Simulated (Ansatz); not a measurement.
# C (Fd-3m, 2 atoms in the cell): zone-centre modes against carrier density

Aim: how far do free carriers move the optical modes of C (Fd-3m, 2 atoms in the cell)?

Calculated with Ansatz 0.2.0; DFT LDA, scalar-relativistic, plane waves, PAW; PAW set soft_1.

### Step 1. The starting structure

It takes space group Fd-3m (No. 227, cubic). The conventional cell has a = 3.567 Å, b = 3.567 Å, c = 3.567 Å, α = 90.00°, β = 90.00°, γ = 90.00°. Nearest to C lie 4 C at 1.54 Å.

Coordinates:

```cif
data_structure
_symmetry_space_group_name_H-M 'Fd-3m:1'
_symmetry_Int_Tables_number 227
_cell_length_a 3.5667
_cell_length_b 3.5667
_cell_length_c 3.5667
_cell_angle_alpha 90.000
_cell_angle_beta 90.000
_cell_angle_gamma 90.000
_cell_volume 45.37
loop_
_atom_site_label
_atom_site_type_symbol
_atom_site_symmetry_multiplicity
_atom_site_Wyckoff_symbol
_atom_site_fract_x
_atom_site_fract_y
_atom_site_fract_z
_atom_site_occupancy
C1 C 8 a 0.50000 0.00000 0.50000 1
```

### Step 2. A rough relaxation first

The start is far from rest, so a relaxation with loose tolerances brings it close first.

input.yaml

```yaml
crystal:
  lattice:
    - [0.0, 1.78337, 1.78337]
    - [1.78337, 0.0, 1.78337]
    - [1.78337, 1.78337, 0.0]
  atoms:
    - { symbol: C, position: [0.5, 0.5, 0.5] }
    - { symbol: C, position: [0.75, 0.75, 0.75] }
kpoints:
  mp_grid: { grid: [10, 10, 10] }
hamiltonian:
  xc: lda
  pseudopotentials: { kind: paw, azcp: { folder: soft_1 }, xc_functional: pbe }
scf:
  occupations: { method: gaussian, width: 0.1 }
output:
  forces: true
  stress: true
  eigenvalues: true
relax:
  adjacent_minimum: "off"
  f_tol: 0.05
  max_steps: 80
  cell: { stress_tol: 0.5 }
```

Launch:

```bash
ansatz run input.yaml --threads 8 --pin off --max-ram 16384MiB --backend cpu --events-out ev --progress --plain --runs-dir out
```

Numbers of over 12 decimals in the logs are rounded to 6 here.

The log of the run:

```text
The last accepted step is kept in <dir> (removed where the run ends without a failure and the disk answers)
Engine: ansatz 0.2.0, x86_64-unknown-linux-gnu
Pseudopotentials: kind: paw
Pseudopotential: C, paw, valence charge 4, recommended cutoff 420 eV (normal), soft_1/C.paw.azcp
Functional definition: SPW92
  exchange = slater_x
  correlation = pw_c
Crystal: 2 atoms, lattice volume = 11.344 Å³
[...]
--- Relaxed structure (3 steps of the walk, 3 accepted, 1 SCFs on fresh bases) ---
  F+E_penalty+E_count = -485.99037661 eV   max|allowed force component| = 1.480e-16 eV/Å   (the final SCF, on the basis selected at the relaxed cell)
  cell:  # Å, volume = 11.0108 Å³
    - [0, 1.765749, 1.765749]
    - [1.765749, 0, 1.765749]
    - [1.765749, 1.765749, 0]
  atoms:
    - { symbol: C, position: [0.500000, 0.500000, 0.500000] }
    - { symbol: C, position: [0.750000, 0.750000, 0.750000] }
[key lines of the parts left out:]
SCF converged after 7 iterations
Free energy (F): -485.990377 eV
Fermi energy:    15.743074 eV
P = ⅓ Tr σ = -0.0150 GPa (-0.150 kbar)
```

Wall time 0.92 s (8 threads of Intel Xeon at 2.70GHz, shared host); peak memory 0.28 GiB.

Step by step:

```csv
step,energy less that of the first step (eV),largest force component (eV/Å),pressure (GPa),volume (Å³)
1,0.0000,0.0000,-13.21,11.34
2,-0.0128,0.0000,-5.19,11.14
3,-0.0155,0.0000,0.20,11.01
4*,-0.0141,0.0000,-0.01,11.01
```

Relaxation steps marked * repeat the geometry before them on a plane-wave basis chosen anew for their cell, so energy and pressure can jump there.

Forces are held to the 48 operations that the run works with; a distortion that breaks them can't arise in this run.

```csv
"conventional cell, symmetrised",before,after,change
a (Å),3.567,3.531,-1.0 %
b (Å),3.567,3.531,-1.0 %
c (Å),3.567,3.531,-1.0 %
volume (Å³/atom),5.67,5.51,-2.9 %
```

Final coordinates:

```xyz
2
Lattice="0.0000 1.7657 1.7657 1.7657 0.0000 1.7657 1.7657 1.7657 0.0000" Properties=species:S:1:pos:R:3 pbc="T T T"
C     1.7657    1.7657    1.7657
C     2.6486    2.6486    2.6486
```

Numbers from this step:

* pressure: -0.01498 GPa
* gap on the k-mesh: 4.211 eV
* volume per atom: 5.505 Å³

In this step the volume went from 5.67 to 5.51 Å³/atom.

### Step 3. Bringing the structure to rest

Harmonic phonons are second derivatives at a point where the forces vanish, and they are wanted at zero stress, so atoms and cell are relaxed first.

input.yaml, the sections that differ from step 2:

```yaml
crystal:
  lattice:
    - [0.0, 1.7657494267, 1.7657494267]
    - [1.7657494267, 0.0, 1.7657494267]
    - [1.7657494267, 1.7657494267, 0.0]
  atoms:
    - { symbol: C, position: [0.5, 0.5, 0.5] }
    - { symbol: C, position: [0.75, 0.75, 0.75] }
kpoints:
  mp_grid: { grid: [12, 12, 12] }
scf:
  occupations: { method: gaussian, width: 0.02 }
relax:
  adjacent_minimum: "off"
  f_tol: 0.005
  max_steps: 80
  cell: { stress_tol: 0.05 }
# hamiltonian, output: as in step 2
```

The log of the run:

```text
[...]
Crystal: 2 atoms, lattice volume = 11.011 Å³
Basis set: ecut = 420 eV, 181 PW (Γ)
Bands: 8, of which v1, the nominal top of the filled ones, is band 4 counted from 1 (3 counted from 0)
Symmetry: 48 space group operations
[...]
k-points: 72 of 1728
[...]
P = ⅓ Tr σ = -0.0214 GPa (-0.214 kbar)
--- Band table (eV; the first three rows and the last of 72) ---
[...]
--- Relaxed structure (1 steps of the walk, 1 accepted, 1 SCFs on fresh bases) ---
[...]
cell:  # Å, volume = 11.0108 Å³
    - [0.0, 1.7657494267, 1.7657494267]
    - [1.7657494267, 0.0, 1.7657494267]
    - [1.7657494267, 1.7657494267, 0.0]
  atoms:
    - { symbol: C, position: [0.5, 0.5, 0.5] }
    - { symbol: C, position: [0.75, 0.75, 0.75] }
[key lines of the parts left out:]
SCF converged after 6 iterations
Free energy (F): -485.990475 eV
Fermi energy:    15.738944 eV
```

The job ended after 0.63 s (8 threads; peak memory 0.29 GiB; 2.1 s of CPU time).

Little changed from the start: no atom moved by 0.005 Å and no cell edge by 0.1 %.

This step gave:

```yaml
pressure: -0.02143 GPa
gap_on_the_k_mesh: 4.202 eV
```

In this step the volume went from 5.51 to 5.51 Å³/atom.

### Step 4. Tight relaxation

Phonons need small forces and stress, so the relaxation is finished with tight tolerances on 12×12×12 k points.

input.yaml, as its differences from that of step 3:

```diff
@@ -14,3 +14,3 @@
 scf:
-  occupations: { method: gaussian, width: 0.02 }
+  occupations: { method: fixed }
 output:
@@ -21,4 +21,4 @@
   adjacent_minimum: "off"
-  f_tol: 0.005
-  max_steps: 80
-  cell: { stress_tol: 0.05 }
+  f_tol: 0.001
+  max_steps: 60
+  cell: { stress_tol: 0.01 }
```

The log of the run:

```text
[...]
Crystal: 2 atoms, lattice volume = 11.011 Å³
Basis set: ecut = 420 eV, 181 PW (Γ)
Bands: 8, of which v1, the nominal top of the filled ones, is band 4 counted from 1 (3 counted from 0)
Symmetry: 48 space group operations
[...]
k-points: 72 of 1728
[...]
P = ⅓ Tr σ = -0.0086 GPa (-0.086 kbar)
--- Band table (eV; the first three rows and the last of 72) ---
[...]
--- Relaxed structure (2 steps of the walk, 2 accepted, 1 SCFs on fresh bases) ---
[...]
cell:  # Å, volume = 11.0105 Å³
    - [0, 1.765733, 1.765733]
    - [1.765733, 0, 1.765733]
    - [1.765733, 1.765733, 0.0]
  atoms:
    - { symbol: C, position: [0.5, 0.5, 0.5] }
    - { symbol: C, position: [0.75, 0.75, 0.75] }
[key lines of the parts left out:]
SCF converged after 4 iterations
Free energy (F): -485.990476 eV
Fermi energy:    13.638634 eV
```

Elapsed: 0.65 s, on 8 threads; peak memory 0.28 GiB; 2.3 s of CPU time.

Little changed from the start: no atom moved by 0.005 Å and no cell edge by 0.1 %.

Numbers from this step:

| Item | Value |
| --- | --- |
| pressure | -0.008565 GPa |

The forces vanish by symmetry and the pressure is -0.009 GPa, within the tolerances set. The cell now holds 5.51 Å³/atom.

### Step 5. Ground state of a member: no carriers

The cell of the neutral crystal is kept with no carriers. The bands are sampled on 42×42×42 points with Fermi-Dirac filling of 0.03 eV.

input.yaml, the sections that differ from step 4:

```yaml
crystal:
  lattice:
    - [0.0, 1.7657332854, 1.7657332854]
    - [1.7657332854, 0.0, 1.7657332854]
    - [1.7657332854, 1.7657332854, 0.0]
  atoms:
    - { symbol: C, position: [0.5, 0.5, 0.5] }
    - { symbol: C, position: [0.75, 0.75, 0.75] }
kpoints:
  mp_grid: { grid: [42, 42, 42] }
scf:
  occupations: { method: fermi_dirac, width: 0.03 }
# hamiltonian, output: as in step 4
# relax: removed
```

The log of the run:

```text
[...]
Crystal: 2 atoms, lattice volume = 11.010 Å³
Basis set: ecut = 420 eV, 181 PW (Γ)
Bands: 8, of which v1, the nominal top of the filled ones, is band 4 counted from 1 (3 counted from 0)
Symmetry: 48 space group operations
[...]
k-points: 1903 of 74088
[...]
SCF iter   1: F=—  HF=-486.720029 eV  |F-HF|=—  |Δ(HF+E_count)|=         —  Δρ=1.47e-1  dr2=1.68e0  ethr=3.10e-3  ⟨swp⟩=4.8  Hψ=98227  notcnv=0
[...]
SCF iter   6: F=-485.990476 eV  HF=-485.990476 eV  |F-HF|=8.53e-13  |Δ(HF+E_count)|=   5.40e-9  Δρ=2.87e-7  dr2=2.32e-12  ethr=1.25e-10  ⟨swp⟩=2.2  Hψ=50965  notcnv=0
SCF 1 converged in 6 iterations: F = -485.990476 eV  dr2 = 2.32e-12
[...]
SCF converged after 6 iterations
Free energy (F): -485.990476 eV
[...]
Internal energy: -485.990476 eV  (E = F + TS)
E sigma→0 (E₀):  -485.990476 eV
Fermi energy:    15.720087 eV
[...]
--- Stress (GPa, compression-positive) ---
       -0.008148       0.000000      -0.000000
        0.000000      -0.008148      -0.000000
        0.000000      -0.000000      -0.008148
  P = ⅓ Tr σ = -0.0081 GPa (-0.081 kbar)
--- Band table (eV; the first three rows and the last of 1903) ---
[...]
```

It took 2.2 s on 8 threads; peak memory 0.54 GiB.

The forces vanish by symmetry.

### Step 6. Zone-centre modes of the member: no carriers

The force constants come from the linear response of the density to a displacement.

The zone-centre modes follow for no carriers.

input.yaml, as its differences from that of step 5:

```diff
@@ -16,4 +16,4 @@
 output:
-  forces: true
-  stress: true
   eigenvalues: true
+phonons:
+  method: dfpt
```

The log of the run:

```text
zone centre: on kpoints.mp_grid the ground state, and the responses unless they are solved on pairs of k-points, stand on 5214 of the mesh's 74088 k-points, reduced under 8 symmetry operations, with k and −k counted as one. Each operation leaves every solved displacement unchanged or reverses it
[...]
Crystal: 2 atoms, lattice volume = 11.010 Å³
Basis set: ecut = 420 eV, 181 PW (Γ), exchange–correlation on 40×40×40 points (8 copies of the dense FFT grid, shifted against one another)
Bands: 8, of which v1, the nominal top of the filled ones, is band 4 counted from 1 (3 counted from 0)
Symmetry: 48 space group operations
k-points: 5214 of 74088 (irreducible under 8 space group operations, time reversal used)
[...]
SCF iter   1: F=—  HF=-486.720029 eV  |F-HF|=—  |Δ(HF+E_count)|=         —  Δρ=1.47e-1  dr2=1.68e0  ethr=3.10e-3  ⟨swp⟩=4.8  Hψ=269402  notcnv=0
[...]
SCF iter   6: F=-485.990477 eV  HF=-485.990477 eV  |F-HF|=1.14e-12  |Δ(HF+E_count)|=   5.40e-9  Δρ=2.87e-7  dr2=2.31e-12  ethr=1.00e-12  ⟨swp⟩=5.1  Hψ=192923  notcnv=0
SCF 1 converged in 6 iterations: F = -485.990477 eV  dr2 = 2.31e-12
[...]
DFPT response loops at Γ: preconditioner auto → none (the input reference at scf.mixing.eps_inf says where Resta's filter doesn't serve); β = 0.50; Broyden in place of MSR1
SCF converged after 6 iterations
Free energy (F): -485.990477 eV
[...]
Internal energy: -485.990477 eV  (E = F + TS)
E sigma→0 (E₀):  -485.990477 eV
Fermi energy:    15.720087 eV
[...]
--- Band table (eV; the first three rows and the last of 5214) ---
[...]
--- Phonons (Γ-DFPT): 1 representative perturbation + reference, on 5214 of 74088 k-points (Σ response iterations 3) ---
  k mesh reduced under 8 symmetry operations, with k and −k counted as one. Each operation leaves every solved displacement unchanged or reverses it
  ASR residual: 2.054e-5 → 0.000e0 eV/Å²; symmetrization residual: 9.626e-14 eV/Å²
  ASR residual per site (eV/Å²): 2.05e-5 2.05e-5
  Γ frequencies (cm⁻¹): 0.00 0.00 0.00 1322.59 1322.59 1322.59
  non-analytic LO–TO correction: not included (Born effective charges unavailable; polar crystals: no LO–TO splitting at Γ)
```

The job ended after 22 s (8 threads; peak memory 1.7 GiB; 1.8 min of CPU time).

Numbers from this step:

| Item | Value |
| --- | --- |
| sum-rule residual before enforcement | 2.05e-5 eV/Å² |
| point group | m-3m |
| highest optical mode at the zone centre (no LO-TO term) | 1323 cm⁻¹ |
| lowest optical zone-centre mode | 1323 cm⁻¹ |

Patterns of degenerate modes are one choice out of their space. Modes at Γ:

```csv
mode,frequency (cm⁻¹),symmetry
1,0.0,acoustic
2,0.0,acoustic
3,0.0,acoustic
4,1322.6,T2g
5,1322.6,T2g
6,1322.6,T2g
```

Displacements in mode 6 (1322.6 cm⁻¹), the largest set to 1:
```
C1   0.00  0.00  1.00
C2   0.00  0.00 -1.00
```

The optical mode lies at 1322.6 cm⁻¹.

The highest mode in this list at Γ lies at 1322.6 cm⁻¹.

### Step 7. Ground state of a member: 15 × 10²⁰ electrons per cm³

The cell of the neutral crystal is kept with 15 × 10²⁰ electrons per cm³, balanced by a uniform background. The bands are sampled on 42×42×42 points with Fermi-Dirac filling of 0.03 eV.

input.yaml, as its differences from that of step 6:

```diff
@@ -8,2 +8,3 @@
     - { symbol: C, position: [0.75, 0.75, 0.75] }
+total_charge: -0.016516
 kpoints:
@@ -16,4 +17,4 @@
 output:
+  forces: true
+  stress: true
   eigenvalues: true
-phonons:
-  method: dfpt
```

The log of the run:

```text
[...]
Crystal: 2 atoms, lattice volume = 11.010 Å³
Basis set: ecut = 420 eV, 181 PW (Γ)
Bands: 9, of which v1, the nominal top of the filled ones, is band 4 counted from 1 (3 counted from 0)
Symmetry: 48 space group operations
[...]
k-points: 1903 of 74088
[...]
Internal energy: -485.693544 eV  (E = F + TS)
E sigma→0 (E₀):  -485.693687 eV
Entropy (-TS):   -0.000285 eV (-0.143 meV/atom)
Fermi energy:    18.063081 eV
[...]
--- Stress (GPa, compression-positive) ---
       -0.304852       0.000000       0.000000
       -0.000000      -0.304852       0.000000
       -0.000000       0.000000      -0.304852
  P = ⅓ Tr σ = -0.3049 GPa (-3.049 kbar)
--- Band table (eV; the first three rows and the last of 1903) ---
[...]
[key lines of the parts left out:]
SCF converged after 6 iterations
Free energy (F): -485.693829 eV
```

Elapsed: 3 s, on 8 threads; peak memory 0.55 GiB.

The forces vanish by symmetry.

(Part 1 of 2 ends here.)

[Logs are printed without paths, hosts, clocks, repeated set-up lines and the standing remarks that a program may print on its own settings, such as how far it seeks lower states.]

[Hosts, paths, dates, database ids (printed as entryN), source tags and the programs' standing remarks are cut or masked in the printed files.]
